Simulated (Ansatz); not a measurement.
Rows from a G0W0 calculation on H2CClF (P2_1) (Ansatz 0.2.0; G0W0 on PBE with a share 0.15 of screened exact exchange (omega 0.2078 1/A), plane waves, PAW; PAW set soft_1; 4×4×2 mesh, 558 empty bands, screening to 150 eV, PAW set soft_1 files), in eV. Spin-orbit coupling is left out.

```
row                        k  band   start       Σx  Σc at the solution      Vxc
  A   (0.250, 0.000, -0.500)    v1  -1.560  -21.160               2.135  -17.122
  B  (-0.500, -0.500, 0.000)    v1  -1.303  -21.846               2.211  -17.748
  C   (0.250, 0.000, -0.500)    c1   5.865   -7.586              -3.408  -12.365
  D   (0.250, 0.000, -0.500)    c2   6.339   -8.476              -3.755  -13.884
  E   (0.250, 0.000, -0.500)    v2  -1.656  -21.235               2.182  -17.142
  F  (-0.500, -0.500, 0.000)    c1   6.331   -9.058              -3.759  -14.485
```

**Question.** Work out each quasiparticle level and how far it moved.

The quasiparticle equation reads E = start + Σx + Σc(E) − Vxc.

```
row  E (eV)  shift (eV)
  A  -3.463      −1.903
  B  -3.191      −1.888
  C   7.236      +1.371
  D   7.993      +1.654
  E  -3.567      −1.911
  F   7.999      +1.668
```

Limits: not at the basis limit; coarse k mesh.

[Paths, hosts, dates, memory and timing lines, banners, echoed tables and standing remarks are left out of the program output.]

[Logs are printed without paths, hosts, clocks, repeated set-up lines and the standing remarks that a program may print on its own settings, such as how far it seeks lower states.]

[Runs of the session that timed out or met a known fault of the program may be left out.]

[Cells called generated may have been cut or substituted from an entry of the Crystallography Open Database or the Materials Project.]

[Hosts, paths, dates, database ids (printed as entryN), source tags and the programs' standing remarks are cut or masked in the printed files.]
